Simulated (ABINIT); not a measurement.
# SrCl2 (Fm-3m): G0W0 with ABINIT, start to end, part 2 of 2

How does a plane-wave GW calculation on SrCl2 (Fm-3m) run from the first input to the gap?

ABINIT 10.8.3; PBE and many-body steps on it, plane waves. Known limits of the many-body steps: not at the basis limit; no spin-orbit coupling; coarse k mesh.

So far. Step 2 (Ground state): The gap is indirect, with the least direct gap 0.17 eV higher. Step 3 (Bands along the symmetry lines): The gap is 5.343 eV, as in the run before at this level.

## (4) Empty states on the mesh, 2×2×2 mesh, 74 bands

Level of this step: DFT, PBE, plane waves, norm-conserving pseudopotentials (ABINIT).

The sums over transitions need many empty states on a uniform mesh; this step solves for them.

The input, run.abi:

```
acell 3*1.0 Angstrom
rprim 
  -0.000000000000 3.488350000000 3.488350000000
  3.488350000000 -0.000000000000 3.488350000000
  3.488350000000 3.488350000000 -0.000000000000
ntypat 2
znucl 38 17
natom 3
typat 1 2 2
xred 
  0.000000000000 0.000000000000 0.000000000000
  0.250000000000 0.250000000000 0.250000000000
  0.750000000000 0.750000000000 0.750000000000
pp_dirpath "pseudos"
pseudos "Sr.upf, Cl.upf"
ecut 28
ngkpt 2 2 2
nshiftk 1
shiftk 0 0 0
kptopt 1
chksymbreak 0
iscf -2
irdden 1
istwfk *1
nband 74
nbdbuf 6
tolwfr 1e-09
nstep 60
prtvol 0
indata_prefix "in"
outdata_prefix "out"
tmpdata_prefix "tmp"
```

Run with:

```
> OMP_NUM_THREADS=1 mpirun -n 4 abinit run.abi > log
```

Numbers of over 12 decimals in the logs are rounded to 6 here.

Log:

```text
.Version 10.8.3 of ABINIT. v10.8.2 released Aug 2026.

 Symmetries : space group Fm -3 m (#225); Bravais cF (face-center cubic)
[... echo of the input left out ...]
== DATASET  1 ==================================================================
-   mpi_nproc: 4, omp_nthreads: 1 (-1 if OMP is not activated)
-    --> not optimal distribution: autoparal keyword recommended in input file <--

--- !DatasetInfo
iteration_state: {dtset: 1, }
dimensions: {natom: 3, nkpt: 3, mband: 74, nsppol: 1, nspinor: 1, nspden: 1, mpw: 4088, }
cutoff_energies: {ecut:  28.0, pawecutdg:  -1.0, }
electrons: {nelect:   2.40000000E+01, charge:   0.00000000E+00, occopt:   1.00000000E+00, tsmear:   1.00000000E-02, }

 Real(R)+Recip(G) space primitive vectors, cartesian coordinates (Bohr,Bohr^-1):
 R(1)=  0.0000000  6.5920261  6.5920261  G(1)= -0.0758492  0.0758492  0.0758492
 R(2)=  6.5920261  0.0000000  6.5920261  G(2)=  0.0758492 -0.0758492  0.0758492
 R(3)=  6.5920261  6.5920261  0.0000000  G(3)=  0.0758492  0.0758492 -0.0758492
 Unit cell volume ucvol=  5.7291047E+02 bohr^3
 Angles (23,13,12)=  6.00000000E+01  6.00000000E+01  6.00000000E+01 degrees

 getcut: wavevector=  0.0000  0.0000  0.0000  ngfft=  48  48  48
         ecut(hartree)=     28.000   => boxcut(ratio)=   2.16154

--- Pseudopotential description ------------------------------------------------
- Sr Generated using ONCVPSP code by D. R. Hamann
- 38.00000  10.00000  171031                  znucl, zion, pspdat
12 -101130 2 -1 1834                          pspcod,pspxc,lmax,lloc,mmax
     nproj     2     2     2
  pspatm : epsatm=   12.84204793
         --- l  ekb(1:nproj) -->
             0    9.951127    1.027824
             1    7.382610    1.665143
             2    4.168853    0.950057
 pspatm: atomic psp has been read  and splines computed

- Cl Generated using ONCVPSP code by D. R. Hamann
- 17.00000   7.00000  171031                  znucl, zion, pspdat
12 -101130 2 -1 1028                          pspcod,pspxc,lmax,lloc,mmax
     nproj     2     2     2
  pspatm : epsatm=    9.12776517
         --- l  ekb(1:nproj) -->
[...]
pspatm: atomic psp has been read  and splines computed

--------------------------------------------------------------------------------

================================================================================
 prteigrs : about to open file out_EIG
 Non-SCF case, kpt    1 (  0.00000  0.00000  0.00000), residuals and eigenvalues=
  2.43E-10  1.48E-10  1.95E-10  1.95E-10  1.92E-10  2.60E-10  1.40E-10  3.64E-10
  4.20E-10  1.25E-10  1.68E-10  6.60E-10  1.85E-10  2.58E-10  4.68E-10  2.36E-10
  4.02E-10  5.52E-10  2.35E-10  5.04E-10  7.93E-10  1.71E-10  7.08E-10  9.92E-10
[...]
1.97E-04  4.57E-04
 -1.1454E+00 -4.8351E-01 -4.8351E-01 -4.8351E-01 -4.2746E-01 -3.9632E-01
 -1.6493E-02 -1.6493E-02 -1.6493E-02  4.9003E-02  4.9003E-02  4.9003E-02
  2.5763E-01  2.8575E-01  2.8575E-01  3.9110E-01  3.9110E-01  3.9110E-01
[...]
1.3190E+00  1.4606E+00  1.4606E+00  1.4606E+00  1.4717E+00  1.4717E+00
  1.4717E+00  1.5729E+00  1.5729E+00  1.5729E+00  1.6030E+00  1.6030E+00
  1.6848E+00  1.6854E+00
 prteigrs : prtvol=0 or 1, do not print more k-points.

--- !ResultsGS
iteration_state: {dtset: 1, }
comment   : Summary of ground state results
lattice_vectors:
- [ -0.0000000,   6.5920261,   6.5920261, ]
- [  6.5920261,  -0.0000000,   6.5920261, ]
- [  6.5920261,   6.5920261,  -0.0000000, ]
lattice_lengths: [   9.32253,    9.32253,    9.32253, ]
lattice_angles: [ 60.000,  60.000,  60.000, ] # degrees, (23, 13, 12)
lattice_volume:   5.7291047E+02
convergence: {deltae:  0.000E+00, res2:  0.000E+00, residm:  9.938E-10, diffor:  0.000E+00, }
etotal    :  -6.73065213E+01
entropy   :   0.00000000E+00
fermie    :   6.12810147E-02
cartesian_stress_tensor: null
pressure_GPa: null
xred      :
- [  0.0000E+00,   0.0000E+00,   0.0000E+00, Sr]
- [  2.5000E-01,   2.5000E-01,   2.5000E-01, Cl]
- [  7.5000E-01,   7.5000E-01,   7.5000E-01, Cl]
cartesian_forces: null
force_length_stats: {min: null, max: null, mean: null, }

 Integrated electronic density in atomic spheres:
 ------------------------------------------------
 Atom  Sphere_radius  Integrated_density
[...]
================================================================================

 ----iterations are completed or convergence reached----

 Mean square residual over all n,k,spin=   48.402E-11; max=  99.379E-11
 reduced coordinates (array xred) for    3 atoms
[...]
0.250000000000      0.250000000000      0.250000000000
       0.750000000000      0.750000000000      0.750000000000

 cartesian coordinates (angstrom) at end:
    1      0.000000     0.000000     0.000000
    2      1.744175     1.744175     1.744175
    3      5.232525     5.232525     5.232525
 length scales=  1.889726125908  1.889726125908  1.889726125908 bohr
              =  1.000000000000  1.000000000000  1.000000000000 angstroms
 prteigrs : about to open file out_EIG
 Eigenvalues (hartree) for nkpt=   3  k points:
 kpt#   1, nband= 74, wtk=  0.12500, kpt=  0.0000  0.0000  0.0000 (reduced coord)
[...]
1.21792    1.21792    1.26773    1.26773    1.31900    1.46058    1.46058    1.46058
   1.47171    1.47171    1.47171    1.57291    1.57291    1.57291    1.60301    1.60301
   1.68478    1.68535
 prteigrs : prtvol=0 or 1, do not print more k-points.

== END DATASET(S) ==============================================================
================================================================================

 -outvars: echo values of variables after computation  --------
            nband          74
             nkpt           3
          spgroup         225
 [... the other variables as echoed above ...]

 Calculation completed.
```

The job ended after 7.3 s (4 MPI ranks of Arm Neoverse V2, shared host; peak memory 0.28 GiB).

This step gave:

```
gap                                                           : 5.343 eV
k of the valence top                                          : 0.5, 0.5, 0
k of the conduction bottom                                    : 0, 0, 0
least direct gap                                              : 5.512 eV
k points computed                                             : 3
lowest point of the top converged band, above the valence top : 38.28 eV
```

On this mesh the gap is 5.343 eV.

## (5) Screening, 2×2×2 mesh, 68 bands, screening to 106.1 eV

The RPA dielectric matrix is built and inverted for each q.

This step: RPA screening on PBE, plane waves, norm-conserving pseudopotentials.

Changes to run.abi since step 4:

```diff
@@ -21,10 +21,11 @@
 chksymbreak 0
-iscf -2
-irdden 1
 istwfk *1
-nband 74
-nbdbuf 6
-tolwfr 1e-09
-nstep 60
-prtvol 0
+occopt 1
+irdwfk 1
+optdriver 3
+nband 68
+ecuteps 3.9
+inclvkb 2
+awtr 1
+symchi 1
 indata_prefix "in"
```

Log:

```text
.Version 10.8.3 of ABINIT. v10.8.2 released Aug 2026.

 Symmetries : space group Fm -3 m (#225); Bravais cF (face-center cubic)
[... echo of the input left out ...]
== DATASET  1 ==================================================================
-   mpi_nproc: 4, omp_nthreads: 1 (-1 if OMP is not activated)

--- !DatasetInfo
iteration_state: {dtset: 1, }
dimensions: {natom: 3, nkpt: 3, mband: 68, nsppol: 1, nspinor: 1, nspden: 1, mpw: 4088, }
cutoff_energies: {ecut:  28.0, pawecutdg:  -1.0, }
electrons: {nelect:   2.40000000E+01, charge:   0.00000000E+00, occopt:   1.00000000E+00, tsmear:   1.00000000E-02, }

 SCREENING: Calculation of the susceptibility and dielectric matrices

 Based on a program developped by R.W. Godby, V. Olevano, G. Onida, and L. Reining.
 Incorporated in ABINIT by V. Olevano, G.-M. Rignanese, and M. Torrent.
.Using double precision arithmetic ; gwpc =  8

[... cell and pseudopotentials left out ...]
--------------------------------------------------------------------------------

 ==== K-mesh for the wavefunctions ====
 Number of points in the irreducible wedge :     3
[... list of points left out ...]
 Together with 48 symmetry operations and time-reversal symmetry
 yields     8 points in the full Brillouin Zone.

 ==== Q-mesh for the screening function ====
 Number of points in the irreducible wedge :     3
[... list of points left out ...]
 Together with 48 symmetry operations and time-reversal symmetry
 yields     8 points in the full Brillouin Zone.

 setmesh: FFT mesh size selected  =    32x   32x   32
          total number of points  =        32768

 vcoul_init : cutoff-mode = AUXILIARY_FUNCTION
 q-points for optical limit:   1
     1)      0.000010    0.000020    0.000030

- screening: taking advantage of time-reversal symmetry
- Maximum band index for partially occupied states nbvw = 12
- Remaining bands to be divided among processors   nbcw = 56
- Number of bands treated by each node ~14

 Number of electrons calculated from density =   24.0000; Expected =   24.0000
 average of density, n =  0.041891
 r_s =    1.7862
 omega_plasma =   19.7432 [eV]

 calculating chi0 at frequencies [eV] :
  1    0.000000E+00    0.000000E+00
  2    0.000000E+00    1.974321E+01

--------------------------------------------------------------------------------
  q-point number  1        q = ( 0.000000, 0.000000, 0.000000) [r.l.u.]
--------------------------------------------------------------------------------
[... chi0 elements left out ...]
 For q-point:  0.000010 0.000020 0.000030
  dielectric constant =   2.8960
  dielectric constant without local fields =   3.4018

  Average fulfillment of the sum rule on Im[epsilon] for q-point    1 :     61.19  [%]
[... wings left out ...]
  q-point number  2        q = ( 0.500000, 0.000000, 0.000000) [r.l.u.]
--------------------------------------------------------------------------------
[... chi0 elements left out ...]
  Average fulfillment of the sum rule on Im[epsilon] for q-point    2 :     69.78  [%]

 [... 1 further q-points ...]
```

Wall time 3.4 s (4 MPI ranks); peak memory 0.54 GiB.

Numbers from this step:

| Property | Result |
| --- | --- |
| ε∞ with local fields, on this mesh, along the program's q direction | 2.896 |
| the same without local fields | 3.402 |
| plasma frequency | 19.74 eV |
| plane waves in the screening matrix | 181 |

Local fields lower ε∞ by 15 %. On a Γ-centred mesh this coarse the value itself is usually too large, while a short band sum pulls it down.

## (6) Self-energy, 2×2×2 mesh, 68 bands, screening to 106.1 eV

The self-energy is evaluated for the states that the input lists, and the levels follow from it, in one-shot runs by the linearised quasiparticle equation.

This step: G0W0 on PBE, plane waves, norm-conserving pseudopotentials.

Changes to run.abi since step 5:

```diff
@@ -24,8 +24,17 @@
 irdwfk 1
-optdriver 3
+optdriver 4
 nband 68
+gwcalctyp 0
+ecutsigx 28
+symsigma 1
+nkptgw 2
+kptgw 
+  0.5000000000 0.5000000000 0.0000000000
+  0.0000000000 0.0000000000 0.0000000000
+bdgw 
+  10 14
+  10 15
 ecuteps 3.9
-inclvkb 2
-awtr 1
-symchi 1
+irdscr 1
+ppmodel 1
 indata_prefix "in"
```

Log:

```text
.Version 10.8.3 of ABINIT. v10.8.2 released Aug 2026.

 Symmetries : space group Fm -3 m (#225); Bravais cF (face-center cubic)
[... echo of the input left out ...]
== DATASET  1 ==================================================================
-   mpi_nproc: 4, omp_nthreads: 1 (-1 if OMP is not activated)

--- !DatasetInfo
iteration_state: {dtset: 1, }
dimensions: {natom: 3, nkpt: 3, mband: 68, nsppol: 1, nspinor: 1, nspden: 1, mpw: 4088, }
cutoff_energies: {ecut:  28.0, pawecutdg:  -1.0, }
electrons: {nelect:   2.40000000E+01, charge:   0.00000000E+00, occopt:   1.00000000E+00, tsmear:   1.00000000E-02, }

 SIGMA: Calculation of the GW corrections

 Based on a program developped by R.W. Godby, V. Olevano, G. Onida, and L. Reining.
 Incorporated in ABINIT by V. Olevano, G.-M. Rignanese, and M. Torrent.
.Using double precision arithmetic ; gwpc =  8

[... cell and pseudopotentials left out ...]
--------------------------------------------------------------------------------

 ==== K-mesh for the wavefunctions ====
 Number of points in the irreducible wedge :     3
[... list of points left out ...]
 Together with 48 symmetry operations and time-reversal symmetry
 yields     8 points in the full Brillouin Zone.

 ==== Q-mesh for screening function ====
 Number of points in the irreducible wedge :     3
[... list of points left out ...]
 Together with 48 symmetry operations and time-reversal symmetry
 yields     8 points in the full Brillouin Zone.

 vcoul_init : cutoff-mode = AUXILIARY_FUNCTION
 q-points for optical limit:   1
     1)      0.000010    0.000020    0.000030
 setmesh: FFT mesh size selected  =    45x   45x   45
          total number of points  =        91125

 Number of electrons calculated from density =   24.0000; Expected =   24.0000
 average of density, n =  0.041891
 r_s =    1.7862
 omega_plasma =   19.7432 [eV]

 === KS Band Gaps ===
  >>>> For spin  1
   Minimum direct gap =   5.5119 [eV], located at k-point      :   0.5000  0.5000  0.0000
   Fundamental gap    =   5.3429 [eV], Top of valence bands at :   0.5000  0.5000  0.0000
                                       Bottom of conduction at :   0.0000  0.0000  0.0000
 SIGMA fundamental parameters:
 PLASMON POLE MODEL  1
 number of plane-waves for SigmaX                 4015
 number of plane-waves for SigmaC and W            181
 number of plane-waves for wavefunctions          4015
 number of bands                                    68
 number of independent spin polarizations            1
 number of spinorial components                      1
 number of k-points in IBZ                           3
 number of q-points in IBZ                           3
 number of symmetry operations                      48
 number of k-points in BZ                            8
 number of q-points in BZ                            8
 number of frequencies for dSigma/dE                 9
 frequency step for dSigma/dE [eV]                0.25
 number of omega for Sigma on real axis              0
 max omega for Sigma on real axis  [eV]           0.00
 zcut for avoiding poles [eV]                     0.10

 EPSILON^-1 parameters (SCR file):
 dimension of the eps^-1 matrix on file            181
 dimension of the eps^-1 matrix used               181
 number of plane-waves for wavefunctions          4015
 number of bands                                    68
 number of q-points in IBZ                           3
 number of frequencies                               2
 number of real frequencies                          1
 number of imag frequencies                          1

 matrix elements of self-energy operator (all in [eV])

 Perturbative Calculation

--- !SelfEnergy_ee
iteration_state: {dtset: 1, }
kpoint     : [   0.500,    0.500,    0.000, ]
spin       : 1
KS_gap     :    5.512
QP_gap     :    7.810
Delta_QP_KS:    2.299
data: !SigmaeeData |
     Band     E0 <VxcDFT>   SigX SigC(E0)      Z dSigC/dE  Sig(E)    E-E0       E
       10   1.271 -14.390 -18.136   2.522   0.813  -0.229 -15.386  -0.996   0.276
       11   1.271 -14.390 -18.136   2.522   0.813  -0.229 -15.386  -0.996   0.276
       12   1.668 -14.805 -18.519   2.532   0.813  -0.230 -15.766  -0.961   0.707
       13   7.179  -8.452  -4.054  -2.850   0.864  -0.158  -7.115   1.338   8.517
       14   8.722 -11.003  -5.545  -3.072   0.855  -0.170  -8.963   2.040  10.762

--- !SelfEnergy_ee
iteration_state: {dtset: 1, }
kpoint     : [   0.000,    0.000,    0.000, ]
spin       : 1
KS_gap     :    5.677
QP_gap     :    7.645
Delta_QP_KS:    1.968
data: !SigmaeeData |
     Band     E0 <VxcDFT>   SigX SigC(E0)      Z dSigC/dE  Sig(E)    E-E0       E
       10   1.333 -14.472 -18.305   2.568   0.813  -0.230 -15.500  -1.028   0.306
       11   1.333 -14.472 -18.305   2.568   0.813  -0.230 -15.500  -1.028   0.306
       12   1.333 -14.472 -18.305   2.568   0.813  -0.230 -15.500  -1.028   0.306
       13   7.010  -7.720  -3.616  -3.015   0.864  -0.158  -6.779   0.941   7.951
       14   7.776  -9.730  -4.691  -2.962   0.860  -0.163  -7.945   1.785   9.561
       15   7.776  -9.730  -4.691  -2.962   0.860  -0.163  -7.945   1.785   9.561

== END DATASET(S) ==============================================================
================================================================================

 -outvars: echo values of variables after computation  --------
           etotal      0.0000000000E+00
            nband          68
             nkpt           3
          spgroup         225
 [... the other variables as echoed above ...]

 Calculation completed.
```

Wall time 3.4 s (4 MPI ranks); peak memory 0.59 GiB.

This step gave:

* G0W0 gap on the points computed: 7.244 eV
* starting gap on the mesh: 5.343 eV
* k of the valence top: 0.5, 0.5, 0
* k of the conduction bottom: 0, 0, 0
* Z at the valence top: 0.813
* Z at the conduction bottom: 0.864
* least direct G0W0 gap on the computed points: 7.645 eV

The gap on the mesh goes from 5.34 eV to 7.24 eV, a correction of +1.90 eV.

Limits: finite bands, cutoff and mesh; no spin-orbit coupling; coarse k mesh. v1 is the top filled band, c1 the lowest empty one. The levels before and after the correction (eV, zero at the valence-band top of each column):

```
           conduction bottom  valence top
Kohn-Sham               5.34         0.00
     G0W0               7.24         0.00
```

```
                       level  energy (eV)
Kohn-Sham  (0.5 0.5 0) v3-v2       -0.396
Kohn-Sham     (0.5 0.5 0) v1        0.000
Kohn-Sham     (0.5 0.5 0) c1        5.512
Kohn-Sham     (0.5 0.5 0) c2        7.054
Kohn-Sham            Γ v3-v1       -0.334
Kohn-Sham               Γ c1        5.343
Kohn-Sham            Γ c2-c3        6.108
     G0W0  (0.5 0.5 0) v3-v2       -0.431
     G0W0     (0.5 0.5 0) v1        0.000
     G0W0     (0.5 0.5 0) c1        7.810
     G0W0     (0.5 0.5 0) c2       10.055
     G0W0            Γ v3-v1       -0.401
     G0W0               Γ c1        7.244
     G0W0            Γ c2-c3        8.854
```

## (7) Where the time went

Times are wall times on 4 MPI ranks of Arm Neoverse V2, shared host, good to a factor of about two.

```
                          step   time  share  memory (GiB)
                  ground state   10 s   25 %          0.35
bands along the symmetry lines   16 s   40 %          0.32
      empty states on the mesh  7.3 s   18 %          0.28
                     screening  3.4 s    8 %          0.54
                   self-energy  3.4 s    8 %          0.59
```

## (8) Results

| Property | Result |
| --- | --- |
| PBE gap | 5.34 eV, indirect |
| G0W0 gap on the mesh | 7.24 eV |
| GW settings | 2×2×2 mesh, 68 bands, screening to 106.1 eV, Godby-Needs plasmon pole |
| known limits | not at the basis limit; no spin-orbit coupling; coarse k mesh |

What this shows: G0W0 moves the gap on the mesh from 5.34 eV to 7.24 eV (+1.90 eV), with Z of 0.81 and 0.86 at the edges. Local fields lower the RPA ε∞ on this mesh from 3.40 to 2.90; a Γ-centred mesh this coarse tends to raise both, most where the direct gap is narrow, while a short band sum lowers them. Only 2 of the mesh's irreducible points were corrected, so a valley elsewhere could overtake. The dearest step here is «bands along the symmetry lines». Bands and cutoff are finite, so the gap is not at the basis limit. The miss can reach some tenths of an eV and take either sign; the mesh is an error of its own. In the G0W0 run levels were corrected at 2 k points alone, so a gap called «on the mesh» is the least over those, and an edge elsewhere would be missed. The 2×2×2 mesh is coarse for this cell, which bears on the long-range parts of exchange and screening. The many-body steps are scalar-relativistic: spin-orbit coupling is not in them.

[Paths, hosts, dates, memory and timing lines, banners, echoed tables and standing remarks are left out of the program output.]

[Logs are printed without paths, hosts, clocks, repeated set-up lines and the standing remarks that a program may print on its own settings, such as how far it seeks lower states.]

[Runs of the session that timed out or met a known fault of the program may be left out.]

[Hosts, paths, dates, database ids (printed as entryN), source tags and the programs' standing remarks are cut or masked in the printed files.]

[G0W0 gaps are taken among the corrected bands and points alone; a level outside them can change the order at an edge.]

[Where Ansatz stands beside ABINIT at settings called matched, ABINIT's density can come from a denser mesh and the files from another edition; pairs whose starting gaps differed by over 0.03 eV were left out, so agreement reads better than it is.]
